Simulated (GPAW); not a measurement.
# Calculated records

```json
{"subject": "A GW chain in GPAW: TiO2 (I4_1/amd)", "lattice_ang": [[-1.8921, 1.8921, 4.7573], [1.8921, -1.8921, 4.7573], [1.8921, 1.8921, -4.7573]], "atoms": [["Ti", 0.0, 0.0, 0.0], ["Ti", 0.75, 0.25, 0.5], ["O", 0.2081, 0.2081, 0.0], ["O", 0.9581, 0.4581, 0.5], ["O", 0.5419, 0.0419, 0.5], ["O", 0.7919, 0.7919, 0.0]], "method": "DFT, LDA, plane waves, PAW (and 1 further level or step)", "program": "GPAW 26.7.0", "settings_of_one_run": "cutoff 600 eV, GPAW PAW setups 1.2.1 data release, 6×6×6 k-mesh, nbands 100", "cost": "4 runs, 9.7 min in all on 4 MPI ranks of Arm Neoverse V2, shared host (the runs of this entry)", "notes": "The cell and positions come from the Crystallography Open Database and are kept as given unless a step says otherwise. Only 3 of the mesh’s irreducible points were corrected, so a valley elsewhere could overtake. Bands and cutoff are finite, so the gap is not at the basis limit. The miss can reach some tenths of an eV and take either sign; the mesh is an error of its own.", "results": {"lda_gap": "2.02 eV, indirect", "g0w0_gap_on_the_mesh": "3.99 eV", "g0w0_gap_over_the_zone_rigid_shift": "3.94 eV", "gw_settings": "6×6×6 mesh, 90 bands, screening to 70 eV, Godby-Needs plasmon pole", "known_limits": "not at the basis limit"}}
```

[Paths, hosts, dates, memory and timing lines, banners, echoed tables and standing remarks are left out of the program output.]

[Logs are printed without paths, hosts, clocks, repeated set-up lines and the standing remarks that a program may print on its own settings, such as how far it seeks lower states.]

[Runs of the session that timed out or met a known fault of the program may be left out.]

[Hosts, paths, dates, database ids (printed as entryN), source tags and the programs' standing remarks are cut or masked in the printed files.]
